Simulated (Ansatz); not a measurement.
# Br on W(100): change of the work function, part 3 of 3

How does Br on the hollow site change the work function of W(100) as the layer fills?

Ansatz 0.2.0; plane-wave DFT, PBE, Ansatz PAW.

So far, work function, upper face (eV): step 2 (the clean slab) 4.14; step 3 (21 atoms, coverage 0.25 ML, cell 2x2) 4.06.

## (4) The covered slab, k-mesh 12×12×1, coverage 1 ML

System of this step: W5Br (Br/W(100)). The cell holds 6 atoms: 5 W and 1 Br. Cell: a = 3.160 Å, b = 3.160 Å, c = 26.090 Å, α = 90.0°, β = 90.0°, γ = 90.0°. Vacuum lies along c.

Another coverage, to see how the dipoles act on each other as their distance changes.

File input.yaml:

```yaml
crystal:
  lattice:
    - [3.16, 0.0, 0.0]
    - [0.0, 3.16, 0.0]
    - [0.0, 0.0, 26.0899814172]
  atoms:
    - { symbol: W, position: [0.0, 0.0, 0.3449600004] }
    - { symbol: W, position: [0.5, 0.5, 0.4055196448] }
    - { symbol: W, position: [0.0, 0.0, 0.4660474218] }
    - { symbol: W, position: [0.5, 0.5, 0.5290837781] }
    - { symbol: W, position: [0.0, 0.0, 0.5839102026] }
    - { symbol: Br, position: [0.5, 0.5, 0.6550399996] }
kpoints:
  mp_grid: { grid: [12, 12, 1] }
hamiltonian:
  xc: pbe
scf:
  occupations: { method: fermi_dirac, width: 0.1 }
  convergence: { dr2_threshold: 1.0e-08 }
efield:
  axis: 3
  dipole_correction: true
  ramp_position: 0.97
  ramp_width: 0.06
relax:
  f_tol: 0.02
  max_steps: 60
  constraints: [{ sites: [0, 1] }]
output:
  write_potential: true
  write_density: true
  volumetric_format: npy
```

Launch:

```
ansatz run input.yaml --threads 4 --pin off --max-ram 6144MiB --backend cpu --events-out ev --progress --plain --runs-dir out
```

Numbers of over 12 decimals in the logs are rounded to 6 here.

Log:

```text
[...]
Crystal: 6 atoms, lattice volume = 260.524 Å³
Basis set: ecut = 420 eV, 5135 PW (Γ), exchange–correlation on 48×48×360 points (8 copies of the dense FFT grid, shifted against one another)
Bands: 47, of which v1, the nominal top of the filled ones, is band 39 counted from 1 (38 counted from 0)
Symmetry: 8 space group operations
[...]
k-points: 28 of 144
[...]
SCF iter   1: F=—  HF=-54703.631705 eV  |F-HF|=—  |Δ(HF+E_count)|=         —  Δρ=7.62e-3  dr2=8.69e-1  ethr=1.77e-3  p=-0.007 e·Å  D=-4.90e-3 V/Å  ΔV_dip=0.13 eV  dr2_dipole=2.60e-1  V_vac-E_F(+/−)=4.40/4.28 eV  ⟨swp⟩=9.7  Hψ=6759  notcnv=0
[...]
SCF iter  10: F=-54703.596780 eV  HF=-54703.596780 eV  |F-HF|=2.07e-9  |Δ(HF+E_count)|=   5.94e-9  Δρ=5.14e-7  dr2=2.60e-9  ethr=1.30e-11  p=-0.019 e·Å  D=-1.30e-2 V/Å  ΔV_dip=0.34 eV  dr2_dipole=3.76e-11  V_vac-E_F(+/−)=4.61/4.27 eV  ⟨swp⟩=11.2  Hψ=10003  notcnv=0
SCF 1 converged in 10 iterations: F = -54703.596780 eV  dr2 = 2.60e-9
[...]
relax step   1: F+E_penalty+E_count = -54703.59677957 eV  Δ(F+E_penalty+E_count) = +0.000e0 eV  max|allowed force component| = 1.902e0 eV/Å  Δτ_max = 0.0000 Å  (10 SCF iters, accepted)
[...]
SCF iter   1: F=—  HF=-54703.748312 eV  |F-HF|=—  |Δ(HF+E_count)|=         —  Δρ=1.46e-2  dr2=4.40e0  ethr=3.10e-3  p=-0.019 e·Å  D=-1.30e-2 V/Å  ΔV_dip=0.34 eV  dr2_dipole=9.60e-1  V_vac-E_F(+/−)=4.60/4.26 eV  ⟨swp⟩=6.5  Hψ=3941  notcnv=0
[...]
SCF iter  10: F=-54703.597487 eV  HF=-54703.597487 eV  |F-HF|=1.93e-9  |Δ(HF+E_count)|=   1.79e-8  Δρ=7.36e-7  dr2=4.66e-9  ethr=1.30e-11  p=-0.025 e·Å  D=-1.71e-2 V/Å  ΔV_dip=0.45 eV  dr2_dipole=2.18e-10  V_vac-E_F(+/−)=4.65/4.20 eV  ⟨swp⟩=11.4  Hψ=10124  notcnv=0
SCF 2 converged in 10 iterations: F = -54703.597487 eV  dr2 = 4.66e-9
relax step   2: F+E_penalty+E_count = -54703.59748742 eV  Δ(F+E_penalty+E_count) = -7.078e-4 eV  max|allowed force component| = 2.029e0 eV/Å  Δτ_max = 0.1933 Å  (10 SCF iters, accepted)
SCF iter   1: F=—  HF=-54703.827281 eV  |F-HF|=—  |Δ(HF+E_count)|=         —  Δρ=1.05e-2  dr2=2.79e0  ethr=3.10e-3  p=-0.025 e·Å  D=-1.71e-2 V/Å  ΔV_dip=0.45 eV  dr2_dipole=6.95e-1  V_vac-E_F(+/−)=4.66/4.21 eV  ⟨swp⟩=5.6  Hψ=3448  notcnv=0
[...]
SCF iter  10: F=-54703.740336 eV  HF=-54703.740336 eV  |F-HF|=1.40e-9  |Δ(HF+E_count)|=   1.08e-8  Δρ=4.42e-7  dr2=1.57e-9  ethr=1.30e-11  p=-0.024 e·Å  D=-1.67e-2 V/Å  ΔV_dip=0.44 eV  dr2_dipole=9.86e-12  V_vac-E_F(+/−)=4.68/4.24 eV  ⟨swp⟩=10.6  Hψ=9169  notcnv=0
SCF 3 converged in 10 iterations: F = -54703.740336 eV  dr2 = 1.57e-9
relax step   3: F+E_penalty+E_count = -54703.74033567 eV  Δ(F+E_penalty+E_count) = -1.428e-1 eV  max|allowed force component| = 2.931e-1 eV/Å  Δτ_max = 0.1412 Å  (10 SCF iters, accepted)
SCF iter   1: F=—  HF=-54703.744883 eV  |F-HF|=—  |Δ(HF+E_count)|=         —  Δρ=1.14e-3  dr2=6.80e-3  ethr=1.70e-3  p=-0.024 e·Å  D=-1.67e-2 V/Å  ΔV_dip=0.44 eV  dr2_dipole=1.42e-3  V_vac-E_F(+/−)=4.68/4.24 eV  ⟨swp⟩=2.2  Hψ=1918  notcnv=0
[...]
SCF iter   8: F=-54703.744708 eV  HF=-54703.744708 eV  |F-HF|=1.45e-9  |Δ(HF+E_count)|=   8.87e-9  Δρ=5.75e-7  dr2=2.36e-9  ethr=1.30e-11  p=-0.024 e·Å  D=-1.65e-2 V/Å  ΔV_dip=0.43 eV  dr2_dipole=2.54e-11  V_vac-E_F(+/−)=4.66/4.23 eV  ⟨swp⟩=11.7  Hψ=10533  notcnv=0
SCF 4 converged in 8 iterations: F = -54703.744708 eV  dr2 = 2.36e-9
relax step   4: F+E_penalty+E_count = -54703.74470751 eV  Δ(F+E_penalty+E_count) = -4.372e-3 eV  max|allowed force component| = 1.354e-2 eV/Å  Δτ_max = 0.0253 Å  (8 SCF iters, accepted)
[...]
WARN: The input density's exchange-correlation potential varies sharply where the density is thin. Do not read a vacuum level from v_tot or v_xc, or from such a field of the output density. On a cell that repeats whose density bears no net charge and no dipole along the vacuum's axis use v_es (v_loc + v_h of the components); under efield.dipole_correction with no amplitude use v_es + v_field, which holds any external [...]
SCF converged after 8 iterations
Free energy (F): -54703.744708 eV
[...]
Internal energy: -54703.579657 eV  (E = F + TS)
E sigma→0 (E₀):  -54703.662182 eV
Entropy (-TS):   -0.165050 eV (-27.508 meV/atom)
Fermi energy:    4.897621 eV
Dipole field:    D = -0.016489 V/Å  (p = -0.023739 e·Å, saw-weighted, corrected)
Work function:   Φ+ = 4.6631 eV   Φ− = 4.2329 eV
[...]
--- Forces (eV/Å), atoms counted from 1 ---
  atom   1  W      0.00000000     0.00000000     1.45328522
  atom   2  W     -0.00000000     0.00000000    -1.44448587
  atom   3  W      0.00000000     0.00000000     0.00323999
  atom   4  W     -0.00000000     0.00000000    -0.01354180
  atom   5  W      0.00000000     0.00000000     0.00590529
  atom   6  Br     0.00000000     0.00000000    -0.00442872
  max |Σ_I F_I| component: 2.59e-5 eV/Å
--- Band table (eV; the first three rows and the last of 28) ---
  k-point 0: bands = [... 35 lower, 4.2741, 4.2741, 4.4513, 4.6129, 5.1674, 5.1674, 5.2226, 6.3675, ... 4 higher]
  k-point 1: bands = [... 35 lower, 4.3001, 4.4690, 4.4814, 4.7297, 4.7444, 5.3591, 5.6644, 6.1504, ... 4 higher]
  k-point 2: bands = [... 35 lower, 4.1411, 4.3065, 4.4761, 4.5205, 5.1547, 5.7364, 5.8216, 6.0306, ... 4 higher]
  k-point 27: bands = [... 35 lower, 4.1721, 4.2599, 5.6052, 6.8152, 6.9212, 6.9212, 7.5637, 7.5699, ... 4 higher]
--- Relaxed structure (4 steps of the walk, 4 accepted, 0 SCFs on fresh bases) ---
  F+E_penalty+E_count = -54703.74470751 eV   max|allowed force component| = 1.354e-2 eV/Å
  atoms:
    - { symbol: W, position: [0.0, 0.0, 0.344960] }
    - { symbol: W, position: [0.500000, 0.500000, 0.405520] }
    - { symbol: W, position: [0, 0.0, 0.466652] }
    - { symbol: W, position: [0.500000, 0.500000, 0.526917] }
    - { symbol: W, position: [0, 0.0, 0.587694] }
    - { symbol: Br, position: [0.500000, 0.500000, 0.660573] }
```

Run time: 22 s. Hardware: 4 threads of Intel Xeon Platinum 8488C (Sapphire Rapids), shared host; peak memory 0.77 GiB; 84 s of CPU time.

Step by step:

```
step  energy less that of the first step (eV)  largest force component (eV/Å)
   1                                   0.0000                          1.9023
   2                                  -0.0007                          2.0288
   3                                  -0.1436                          0.2931
   4                                  -0.1479                          0.0135
```

Forces are held to the 8 operations that the run works with; a distortion that breaks them can't arise in this run.

The atoms that moved most (Å):

```
atom     dx     dy      dz  length
 Br6  0.000  0.000   0.144   0.144
  W5  0.000  0.000   0.099   0.099
  W4  0.000  0.000  -0.057   0.057
  W3  0.000  0.000   0.016   0.016
```

The relaxed structure:

```cif
data_structure
_symmetry_space_group_name_H-M 'P 1'
_symmetry_Int_Tables_number 1
_cell_length_a 3.1600
_cell_length_b 3.1600
_cell_length_c 26.0900
_cell_angle_alpha 90.000
_cell_angle_beta 90.000
_cell_angle_gamma 90.000
_cell_volume 260.52
loop_
_atom_site_label
_atom_site_type_symbol
_atom_site_fract_x
_atom_site_fract_y
_atom_site_fract_z
_atom_site_occupancy
W1 W 0.00000 0.00000 0.34496 1
W2 W 0.50000 0.50000 0.40552 1
W3 W 0.00000 0.00000 0.46665 1
W4 W 0.50000 0.50000 0.52692 1
W5 W 0.00000 0.00000 0.58769 1
Br6 Br 0.50000 0.50000 0.66057 1
```

This step gave:

* energy at zero smearing: -54703.6622 eV
* work function, upper face: 4.663 eV
* work function, lower face: 4.233 eV
* dipole along the normal: -0.02374 e·Å
* step between the vacuum levels: 0.4302 eV

Running mean over 1.58 Å of the planar mean; the ramp of the sawtooth is left out. Table of electron's electrostatic potential energy less the Fermi level by z:

z (Å), electron's electrostatic potential energy less the Fermi level (eV) and a bar from the least value:
```
      3.5        4.2 #############################
      4.0        4.2 #############################
      4.5        4.2 #############################
      5.0        4.2 #############################
      5.5        4.2 #############################
      6.0        4.1 #############################
      6.5        4.0 #############################
      7.0        3.4 ############################
      7.5        1.7 #########################
      8.0       -2.6 ##################
      8.5       -7.9 ########
      9.0      -11.3 ##
      9.5      -12.1 #
     10.0      -12.3 #
     10.5      -12.4 
     11.0      -12.5 
     11.5      -12.5 
     12.0      -12.6 
     12.5      -12.7 
     13.0      -12.7 
     13.5      -12.6 
     14.0      -12.4 #
     14.5      -12.3 #
     15.0      -12.2 #
     15.5      -11.3 ##
     16.0       -9.0 ######
     16.5       -8.3 ########
     17.0       -8.9 #######
     17.5       -7.5 #########
     18.0       -2.8 #################
     18.5        2.1 ##########################
     19.0        4.1 #############################
     19.5        4.5 ##############################
     20.0        4.6 ##############################
     20.5        4.7 ##############################
     21.0        4.7 ##############################
     21.5        4.7 ##############################
     22.0        4.7 ##############################
     22.5        4.7 ##############################
     23.0        4.7 ##############################
```

The relaxation took 4 steps and lowered the energy by 0.15 eV; the largest force on the free atoms ends at 0.014 eV/Å.

The covered face has 4.66 eV, +0.52 eV against the clean one; the bare back face has moved by -0.02 eV, a measure of how thin the slab is.

## (5) Work function against coverage

This step: plane-wave DFT, PBE, Ansatz PAW; work function against coverage (Ansatz 0.2.0).

The runs are now put side by side.

This step gave:

```
work function of the clean face     : 4.140 eV
largest change of the work function : 0.5229 eV
```

Table of work function of the covered face by coverage:

```
coverage (adsorbates/nm²)  work function of the covered face (eV)
                     0.00                                    4.14
                     2.50                                    4.06
                    10.01                                    4.66
```

The dipole per adsorbate comes from the change of the cell's dipole. Coverage, by row:

```
coverage (1/nm²)  coverage (ML)  work function (eV)  change (eV)  dipole per adsorbate, positive end outwards (debye)  mean height of the added atoms over the highest substrate atom (Å)
           2.504           0.25                4.06     -0.08054                                                 0.07                                                               1.937
           10.01              1               4.663       0.5229                                               -0.143                                                               1.901
```

## (6) What came out

```
work function of the clean face                        : 4.14 eV
work function at 0.25 ML                               : 4.06 eV
work function at 1 ML                                  : 4.66 eV
dipole per adsorbate at 0.25 ML, positive end outwards : 0.07 D
```

**Reading.** At the lowest coverage Br changes the work function of W(100) by under 0.15 eV, within the error of so thin a slab; the largest change, +0.52 eV, comes at higher coverage. The slab has 5 layers, at the tabulated experimental lattice constant, one starting site was run, and quantum-size effects of a slab this thin can reach one or two tenths of an eV.

[Logs are printed without paths, hosts, clocks, repeated set-up lines and the standing remarks that a program may print on its own settings, such as how far it seeks lower states.]

[Hosts, paths, dates, database ids (printed as entryN), source tags and the programs' standing remarks are cut or masked in the printed files.]

[Maps of the electrostatic potential energy from Ansatz leave out the sawtooth potential of an applied field or a dipole correction, so their vacuum need not be flat; planar profiles and work functions include it.]
